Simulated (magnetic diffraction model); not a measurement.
## Hf9CoReMo3 below its ordering temperature

Space group P6_3/mmc (no. 194), a = 8.6990 Å, c = 8.2780 Å.

| site | atom | x | y | z |
| --- | --- | --- | --- | --- |
| 2a | Re | 0 | 0 | 1/2 |
| 6h | Hf | 0.5379 | 0.4621 | 1/4 |
| 12k | Hf | 0.8045 | 0.1955 | 0.5625 |
| 6h | Mo | 0.8921 | 0.1079 | 1/4 |
| 2c | Co | 1/3 | 2/3 | 1/4 |

The compound is invented for this exercise: a known structure type with other elements, its cell scaled to their sizes and not relaxed.

Only Co is taken to order (form factors of Co2+); orders and moment sizes are assumed, and not adapted to the symmetry. Radiation: neutrons of λ = 1.594 Å, 5° to 50°; isotropic B of 0.44 Å² (Re), 0.43 Å² (Hf), 0.38 Å² (Mo) and 0.55 Å² (Co). Simulated constant-wavelength pattern: nuclear and magnetic terms add, the magnetic one as |2.695 fm × Σ f S⊥ exp(2πi Q·r) exp(−B s²)|², summed over all Q at one angle with the factor 1/(sin²θ cos θ). For collinear order S is the moment m, which repeats by lattice and centring translations R with the sign exp(−2πi k·R). Free-ion form factors, Sears's scattering lengths of 1992, no absorption; a label names one of the reflections at its angle. The strongest nuclear line in the range is 100, and lines under 0.2 are left out.

Above the ordering temperature:

```
2θ (°)    index      I
 12.15  (1 0 0)   16.0
 21.12  (1 1 0)    0.3
 22.20  (0 0 2)    0.2
 25.38  (1 0 2)    2.2
 30.83  (1 1 2)    0.2
 32.51  (2 1 0)   14.8
 33.25  (2 0 2)   15.8
 34.44  (2 1 1)    2.6
 35.83  (1 0 3)   22.8
 37.01  (3 0 0)   13.9
 38.74  (3 0 1)   69.5
 39.72  (2 1 2)  100.0
 41.96  (2 0 3)   52.9
 43.00  (2 2 0)   33.1
 43.58  (3 0 2)    4.9
 45.30  (0 0 4)   12.2
 46.33  (3 1 1)    5.8
 47.08  (1 0 4)    3.1
 47.43  (2 1 3)    0.6
 48.91  (2 2 2)    7.8
```

Below it (cell unchanged):

| 2θ (°) | I |
| --- | --- |
| 12.15 | 17.0 |
| 16.45 | 1.7 |
| 21.12 | 1.5 |
| 22.20 | 0.2 |
| 24.43 | 0.4 |
| 25.38 | 2.3 |
| 26.88 | 0.9 |
| 30.83 | 0.6 |
| 32.51 | 15.0 |
| 33.25 | 15.9 |
| 34.44 | 3.4 |
| 35.83 | 22.8 |
| 37.01 | 14.1 |
| 38.74 | 69.5 |
| 39.72 | 100.1 |
| 41.96 | 53.0 |
| 43.00 | 33.2 |
| 43.58 | 5.1 |
| 45.30 | 12.2 |
| 46.33 | 6.1 |
| 47.08 | 3.1 |
| 47.43 | 0.7 |
| 48.91 | 7.9 |

**Question.** Find the propagation vector, then choose among these models:
A. collinear moments along [101], 1.96 μB on Co; signs + at (1/3, 2/3, 1/4), + at (2/3, 1/3, 3/4)
B. collinear moments along [001], 1.96 μB on Co; signs + at (1/3, 2/3, 1/4), − at (2/3, 1/3, 3/4)
C. collinear moments along [101], 1.96 μB on Co; signs + at (1/3, 2/3, 1/4), − at (2/3, 1/3, 3/4)
D. collinear moments along [001], 1.96 μB on Co; signs + at (1/3, 2/3, 1/4), + at (2/3, 1/3, 3/4)

No line moves, and magnetic intensity falls on nuclear lines such as the one at 21.12°; new lines at (1 0 1) have whole indices that obey the lattice centring, at places with no nuclear intensity to speak of, so the magnetic cell equals the chemical primitive cell: k = 0.

Magnetic intensity, observed (below minus above) and for each model:

| 2θ (°) | index | observed | A | B | C | D |
| --- | --- | --- | --- | --- | --- | --- |
| 11.05 | (0 0 1) | <0.2 | <0.2 | <0.2 | 0.8 | <0.2 |
| 12.15 | (1 0 0) | 1.0 | 0.7 | 3.0 | 2.2 | 1.0 |
| 16.45 | (1 0 1) | 1.7 | 2.0 | 0.6 | 0.7 | 1.7 |
| 21.12 | (1 1 0) | 1.1 | 0.8 | <0.2 | <0.2 | 1.1 |
| 23.89 | (1 1 1) | <0.2 | <0.2 | 1.3 | 1.2 | <0.2 |
| 25.38 | (1 0 2) | 0.1 | 0.2 | 0.2 | 0.6 | 0.1 |
| 26.88 | (2 0 1) | 0.8 | 0.7 | 0.3 | 0.2 | 0.8 |
| 34.44 | (2 1 1) | 0.8 | 0.7 | 0.3 | 0.2 | 0.8 |

Model D matches.

The structure used: k = (0 0 0), collinear moments along [001], 1.96 μB on Co; signs + at (1/3, 2/3, 1/4), + at (2/3, 1/3, 3/4).

[Logs are printed without paths, hosts, clocks, repeated set-up lines and the standing remarks that a program may print on its own settings, such as how far it seeks lower states.]
